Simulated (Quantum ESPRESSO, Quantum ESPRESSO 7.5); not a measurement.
## germanene, 1 layer: a series in biaxial strain

Wanted: a table for germanene, 1 layer against biaxial strain, and what can be fitted to it.

Program: Quantum ESPRESSO 7.5. Level of theory: plane-wave DFT, PBE, GBRV ultrasoft pseudopotentials. Results are calculated unless marked as measured.

This is a report of a sequence of runs, with most program output left out.

### Step 1. The structure

The cell holds 2 atoms: 2 Ge. Cell: a = 4.060 Å, b = 4.060 Å, c = 15.690 Å, α = 90.0°, β = 90.0°, γ = 120.0°. It derives from Ge. Vacuum lies along c.

Set-up: Cell and atoms are first relaxed; each strained cell is then held and the atoms relax in it. A periodic run with 15 Å of vacuum in the starting cell gives the vacuum levels, and bands follow along a path.

Members -2, -1, 0, 1 and 2 took the same steps and show in the table alone.

### Step 2. Variable-cell relaxation of the reference

What the set-up leaves free in this member is relaxed.

File ref.relax.in:

```
&control
  prefix = 'ref.relax'
  outdir = './out'
  pseudo_dir = './pseudo'
  nstep = 80
  forc_conv_thr = 0.0004
  calculation = 'vc-relax'
  etot_conv_thr = 1e-06
/
&system
  ibrav = 0
  nat = 2
  ntyp = 1
  ecutwfc = 50
  ecutrho = 250
  occupations = 'smearing'
  smearing = 'fd'
  degauss = 0.004
/
&electrons
  conv_thr = 1e-09
  mixing_beta = 0.4
  electron_maxstep = 120
  mixing_mode = 'plain'
/
&ions
/
&cell
  cell_dofree = '2Dxy'
  press_conv_thr = 0.3
/
ATOMIC_SPECIES
  Ge  72.6300  ge_pbe_v1.4.uspp.F.UPF
CELL_PARAMETERS angstrom
  4.06000000000000 0.00000000000000 0.00000000000000
  -2.03000000000000 3.51606313936482 0.00000000000000
  0.00000000000000 0.00000000000000 15.69000000000000
ATOMIC_POSITIONS crystal
  Ge  0.666666666700 0.333333333300 0.478011472275
  Ge  0.333333333300 0.666666666700 0.521988527725
K_POINTS automatic
  12 12 1 0 0 0
```

Run with:

```sh
$ OMP_NUM_THREADS=1 mpirun -n 4 pw.x -nk 4 -in ref.relax.in > ref.relax.out
```

It took 2.4 min on 4 MPI ranks of Arm Neoverse V1, shared host; peak memory 0.69 GiB; 9.4 min of CPU time.

Relaxation path:

```
step  energy less that of the first step (eV)  largest force (eV/Å)  volume (Å³)
   1                                   0.0000                0.0652       223.98
   2                                  -0.0004                0.0499       223.81
   3                                  -0.0007                0.0407       223.62
   4                                  -0.0011                0.0242       223.33
   5                                  -0.0015                0.0021       222.91
   6                                  -0.0017                0.0219       222.35
   7                                  -0.0018                0.0223       222.24
   8                                  -0.0018                0.0191       222.12
   9                                  -0.0019                0.0117       221.94
  10                                  -0.0019                0.0006       221.79
  11                                  -0.0019                0.0002       221.80
  12                                  -0.0017                0.0002       221.80
```

```
cell as run  before  after  change
      a (Å)   4.060  4.040  -0.5 %
      b (Å)   4.060  4.040  -0.5 %
```

Final coordinates:

```
Ge
1.0
     4.04017    0.00000    0.00000
    -2.02008    3.49889    0.00000
     0.00000    0.00000   15.69000
Ge
2
Cartesian
  2.0201 1.1663 7.5055
  0.0000 2.3326 8.1845
```

 The last row is no step: it is a fresh SCF in the final cell with a new plane-wave basis, +0 meV from the row before.

This step gave:

- free energy: -5812.7802 eV
- energy at zero smearing: -5812.7791 eV
- Fermi energy: -1.884 eV

### Step 3. Relaxation with pw.x, -4 %

File m0.relax.in:

```
&control
  prefix = 'm0.relax'
  outdir = './out'
  pseudo_dir = './pseudo'
  nstep = 40
  forc_conv_thr = 0.0003
  calculation = 'relax'
  tstress = .true.
/
&system
  ibrav = 0
  nat = 2
  ntyp = 1
  ecutwfc = 50
  ecutrho = 250
  occupations = 'smearing'
  smearing = 'fd'
  degauss = 0.002
/
&electrons
  conv_thr = 1e-09
  mixing_beta = 0.4
  electron_maxstep = 120
  mixing_mode = 'plain'
/
&ions
/
ATOMIC_SPECIES
  Ge  72.6300  ge_pbe_v1.4.uspp.F.UPF
CELL_PARAMETERS angstrom
  3.87855840864000 0.00000000000000 0.00000000000000
  -1.93927920480000 3.35893011168000 0.00000000000000
  0.00000000000000 0.00000000000000 15.69000000000000
ATOMIC_POSITIONS crystal
  Ge  0.666666666700 0.333333333300 0.478361817900
  Ge  0.333333333300 0.666666666700 0.521638182100
K_POINTS automatic
  12 12 1 0 0 0
```

Run with:

```sh
$ OMP_NUM_THREADS=1 mpirun -n 4 pw.x -nk 4 -in m0.relax.in > m0.relax.out
```

Wall time 74 s (4 MPI ranks); peak memory 0.62 GiB.

Step by step:

```
step  energy less that of the first step (eV)  largest force (eV/Å)
   1                                   0.0000                0.2869
   2                                  -0.0032                0.2449
   3                                  -0.0060                0.1933
   4                                  -0.0090                0.1148
   5                                  -0.0107                0.0092
   6                                  -0.0107                0.0014
```

The atoms that moved most (Å):

```
atom     dx     dy      dz  length
 Ge1  0.000  0.000  -0.038   0.038
 Ge2  0.000  0.000   0.038   0.038
```

The relaxed structure:

```xyz
2
Lattice="3.8786 0.0000 0.0000 -1.9393 3.3589 0.0000 0.0000 0.0000 15.6900" Properties=species:S:1:pos:R:3
Ge    1.9393    1.1196    7.4679
Ge    0.0000    2.2393    8.2221
```

The relaxation lowers the energy by 5 meV an atom.

This step gave:

| Quantity | Value |
| --- | --- |
| free energy | -5812.6778 eV |
| energy at zero smearing | -5812.6771 eV |
| Fermi energy | -1.684 eV |

### Step 4. SCF with pw.x, -4 %

The self-consistent run of this member.

File m0.scf.in:

```
&control
  prefix = 'm0.scf'
  outdir = './out'
  pseudo_dir = './pseudo'
  calculation = 'scf'
  tprnfor = .true.
/
&system
  ibrav = 0
  nat = 2
  ntyp = 1
  ecutwfc = 40
  ecutrho = 200
  occupations = 'smearing'
  smearing = 'fd'
  degauss = 0.002
  nbnd = 18
/
&electrons
  conv_thr = 1e-09
  mixing_beta = 0.4
  electron_maxstep = 120
  mixing_mode = 'plain'
/
ATOMIC_SPECIES
  Ge  72.6300  ge_pbe_v1.4.uspp.F.UPF
CELL_PARAMETERS angstrom
  3.87855840864000 0.00000000000000 0.00000000000000
  -1.93927920480000 3.35893011168000 0.00000000000000
  0.00000000000000 0.00000000000000 15.69000000000000
ATOMIC_POSITIONS crystal
  Ge  0.666666666700 0.333333333300 0.475962783200
  Ge  0.333333333300 0.666666666700 0.524037216800
K_POINTS automatic
  12 12 1 0 0 0
```

Run with:

```sh
$ OMP_NUM_THREADS=1 mpirun -n 4 pw.x -nk 4 -in m0.scf.in > m0.scf.out
```

Run time: 12 s. Hardware: 4 MPI ranks; peak memory 0.34 GiB.

Numbers from this step:

```
free energy                          : -5812.6670 eV
energy at zero smearing              : -5812.6663 eV
Fermi energy                         : -1.683 eV
valence top, on the run's zero       : -1.696 eV
conduction bottom, on the run's zero : -1.696 eV
gap by band count                    : 9.33e-9 eV
```

By band count these two levels touch or overlap: there is no gap, and they are no band edges.

### Step 5. Potential by pp.x, -4 %

plot_num = 11 writes the bare and Hartree potential, from which vacuum levels or, in a crystal, the mean potential are read.

File m0.pot.in:

```
&inputpp
  prefix = 'm0.scf'
  outdir = './out'
  filplot = 'm0.pot.dat'
  plot_num = 11
/
```

Run with:

```sh
$ OMP_NUM_THREADS=1 mpirun -n 4 pp.x -in m0.pot.in > m0.pot.out
```

It took 0.84 s on 4 MPI ranks; peak memory 0.09 GiB; 3 s of CPU time.

Read from the output:

```
work function of the upper face                                       : 4.432 eV
slope of the potential above                                          : 8.34e-5 eV/Å
upper vacuum line continued to the top atoms, over the Fermi level    : 4.431 eV
work function of the lower face                                       : 4.432 eV
slope of the potential below                                          : -5.47e-5 eV/Å
lower vacuum line continued to the bottom atoms, over the Fermi level : 4.431 eV
```

Electrostatic potential energy of an electron; zero at the Fermi level. Table of potential energy, planar mean by z:

```
z (Å)  potential energy, planar mean (eV)
  0.0                                4.43
  0.5                                4.43
  1.0                                4.43
  1.5                                4.43
  2.0                                4.43
  2.5                                4.43
  3.0                                4.43
  3.5                                4.43
  4.0                                4.43
  4.5                                4.42
  5.0                                4.39
  5.5                                4.26
  6.0                                3.76
  6.5                                1.88
  7.0                               -3.92
  7.5                               -9.15
  8.0                               -10.9
  8.5                               -6.07
  9.0                               0.102
  9.5                                3.31
 10.0                                4.14
 10.5                                4.36
 11.0                                4.41
 11.5                                4.43
 12.0                                4.43
 12.5                                4.43
 13.0                                4.43
 13.5                                4.43
 14.0                                4.43
 14.5                                4.43
 15.0                                4.43
 15.5                                4.43
```

### Step 6. Band structure, -4 %

Bands along a path place the edges.

m0.bands.in, as its differences from the input of step 4:

```diff
@@ -1,7 +1,6 @@
 &control
-  prefix = 'm0.scf'
+  prefix = 'm0.bands'
   outdir = './out'
   pseudo_dir = './pseudo'
-  calculation = 'scf'
-  tprnfor = .true.
+  calculation = 'bands'
 /
@@ -16,6 +15,6 @@
   degauss = 0.002
-  nbnd = 18
+  nbnd = 20
 /
 &electrons
-  conv_thr = 1e-09
+  conv_thr = 1e-07
   mixing_beta = 0.4
@@ -33,3 +32,7 @@
   Ge  0.333333333300 0.666666666700 0.524037216800
-K_POINTS automatic
-  12 12 1 0 0 0
+K_POINTS crystal_b
+4
+  0.0000000000 0.0000000000 0.0000000000 12
+  0.5000000000 0.0000000000 0.0000000000 12
+  0.3333333333 0.3333333333 0.0000000000 12
+  0.0000000000 0.0000000000 0.0000000000 1
```

Run with:

```sh
$ cp -r out/m0.scf.save out/m0.bands.save
$ cp out/m0.scf.xml out/m0.bands.xml
$ OMP_NUM_THREADS=1 mpirun -n 4 pw.x -nk 4 -in m0.bands.in > m0.bands.out
```

The job ended after 12 s (4 MPI ranks; peak memory 0.31 GiB; 46 s of CPU time).

Numbers from this step:

```
gap by band count : 8.57e-9 eV
```

Band numbers count within the set of bands kept for display. The electronic bands at the labelled points (eV, zero at the Fermi level; # counts the bands kept):

```
  point     #1     #2     #3     #4    #5    #6    #7
      Γ  -3.70  -0.03  -0.03   1.63  2.09  4.30  4.30
halfway  -4.66  -2.29  -1.10   2.07  2.57  4.64  5.09
      M  -7.39  -1.79  -1.24   0.64  2.10  5.45  6.44
halfway  -7.50  -3.07  -0.78   0.57  4.03  5.00  6.26
      K  -8.20  -3.84  -0.01  -0.01  4.34  6.84  6.84
halfway  -5.07  -2.09  -1.96   2.10  4.11  4.24  5.26
      Γ  -3.70  -0.03  -0.03   1.63  2.09  4.30  4.30
```

By band count these two levels touch or overlap: there is no gap, and they are no band edges.

### Step 7. Relaxation with pw.x, -3 %

File m1.relax.in:

```
&control
  prefix = 'm1.relax'
  outdir = './out'
  pseudo_dir = './pseudo'
  nstep = 40
  forc_conv_thr = 0.0003
  calculation = 'relax'
  tstress = .true.
/
&system
  ibrav = 0
  nat = 2
  ntyp = 1
  ecutwfc = 50
  ecutrho = 250
  occupations = 'smearing'
  smearing = 'fd'
  degauss = 0.002
/
&electrons
  conv_thr = 1e-09
  mixing_beta = 0.4
  electron_maxstep = 120
  mixing_mode = 'plain'
/
&ions
/
ATOMIC_SPECIES
  Ge  72.6300  ge_pbe_v1.4.uspp.F.UPF
CELL_PARAMETERS angstrom
  3.91896005873000 0.00000000000000 0.00000000000000
  -1.95948002985000 3.39391896701000 0.00000000000000
  0.00000000000000 0.00000000000000 15.69000000000000
ATOMIC_POSITIONS crystal
  Ge  0.666666666700 0.333333333300 0.478361817900
  Ge  0.333333333300 0.666666666700 0.521638182100
K_POINTS automatic
  12 12 1 0 0 0
```

Run with:

```sh
$ OMP_NUM_THREADS=1 mpirun -n 4 pw.x -nk 4 -in m1.relax.in > m1.relax.out
```

Wall time 66 s (4 MPI ranks); peak memory 0.65 GiB; 4.4 min of CPU time.

The steps of the relaxation:

```
step  energy less that of the first step (eV)  largest force (eV/Å)
   1                                   0.0000                0.1955
   2                                  -0.0015                0.1633
   3                                  -0.0028                0.1317
   4                                  -0.0042                0.0791
   5                                  -0.0049                0.0030
```

The atoms that moved most (Å):

```
atom     dx     dy      dz  length
 Ge1  0.000  0.000  -0.025   0.025
 Ge2  0.000  0.000   0.025   0.025
```

Final coordinates:

```
Ge
1.0
     3.91896    0.00000    0.00000
    -1.95948    3.39392    0.00000
     0.00000    0.00000   15.69000
Ge
2
Direct
  0.66667 0.33333 0.47677
  0.33333 0.66667 0.52323
```

The relaxation lowers the energy by 2 meV an atom.

Numbers from this step:

| Property | Result |
| --- | --- |
| free energy | -5812.7229 eV |
| energy at zero smearing | -5812.7224 eV |
| Fermi energy | -1.742 eV |

### Step 8. SCF with pw.x, -3 %

File m1.scf.in:

```
&control
  prefix = 'm1.scf'
  outdir = './out'
  pseudo_dir = './pseudo'
  calculation = 'scf'
  tprnfor = .true.
/
&system
  ibrav = 0
  nat = 2
  ntyp = 1
  ecutwfc = 40
  ecutrho = 200
  occupations = 'smearing'
  smearing = 'fd'
  degauss = 0.002
  nbnd = 18
/
&electrons
  conv_thr = 1e-09
  mixing_beta = 0.4
  electron_maxstep = 120
  mixing_mode = 'plain'
/
ATOMIC_SPECIES
  Ge  72.6300  ge_pbe_v1.4.uspp.F.UPF
CELL_PARAMETERS angstrom
  3.91896005873000 0.00000000000000 0.00000000000000
  -1.95948002985000 3.39391896701000 0.00000000000000
  0.00000000000000 0.00000000000000 15.69000000000000
ATOMIC_POSITIONS crystal
  Ge  0.666666666700 0.333333333300 0.476765525700
  Ge  0.333333333300 0.666666666700 0.523234474300
K_POINTS automatic
  12 12 1 0 0 0
```

Run with:

```sh
$ OMP_NUM_THREADS=1 mpirun -n 4 pw.x -nk 4 -in m1.scf.in > m1.scf.out
```

Wall time 10 s (4 MPI ranks); peak memory 0.5 GiB; 40 s of CPU time.

This step gave:

```
free energy                          : -5812.7121 eV
energy at zero smearing              : -5812.7116 eV
Fermi energy                         : -1.741 eV
valence top, on the run's zero       : -1.741 eV
conduction bottom, on the run's zero : -1.741 eV
gap by band count                    : 9.33e-9 eV
```

By band count these two levels touch or overlap: there is no gap, and they are no band edges.

### Step 9. Relaxation with pw.x, 3 %

File m7.relax.in:

```
&control
  prefix = 'm7.relax'
  outdir = './out'
  pseudo_dir = './pseudo'
  nstep = 40
  forc_conv_thr = 0.0003
  calculation = 'relax'
  tstress = .true.
/
&system
  ibrav = 0
  nat = 2
  ntyp = 1
  ecutwfc = 50
  ecutrho = 250
  occupations = 'smearing'
  smearing = 'fd'
  degauss = 0.002
/
&electrons
  conv_thr = 1e-09
  mixing_beta = 0.4
  electron_maxstep = 120
  mixing_mode = 'plain'
/
&ions
/
ATOMIC_SPECIES
  Ge  72.6300  ge_pbe_v1.4.uspp.F.UPF
CELL_PARAMETERS angstrom
  4.16136995927000 0.00000000000000 0.00000000000000
  -2.08068498015000 3.60385209899000 0.00000000000000
  0.00000000000000 0.00000000000000 15.69000000000000
ATOMIC_POSITIONS crystal
  Ge  0.666666666700 0.333333333300 0.478361817900
  Ge  0.333333333300 0.666666666700 0.521638182100
K_POINTS automatic
  12 12 1 0 0 0
```

Run with:

```sh
$ OMP_NUM_THREADS=1 mpirun -n 4 pw.x -nk 4 -in m7.relax.in > m7.relax.out
```

Run time: 80 s. Hardware: 4 MPI ranks; peak memory 0.71 GiB; 5.3 min of CPU time.

[end of part 1 of 2]

[Logs are printed without paths, hosts, clocks, repeated set-up lines and the standing remarks that a program may print on its own settings, such as how far it seeks lower states.]

[Hosts, paths, dates, database ids (printed as entryN), source tags and the programs' standing remarks are cut or masked in the printed files.]

[Maps of the electrostatic potential energy from Ansatz leave out the sawtooth potential of an applied field or a dipole correction, so their vacuum need not be flat; planar profiles and work functions include it.]
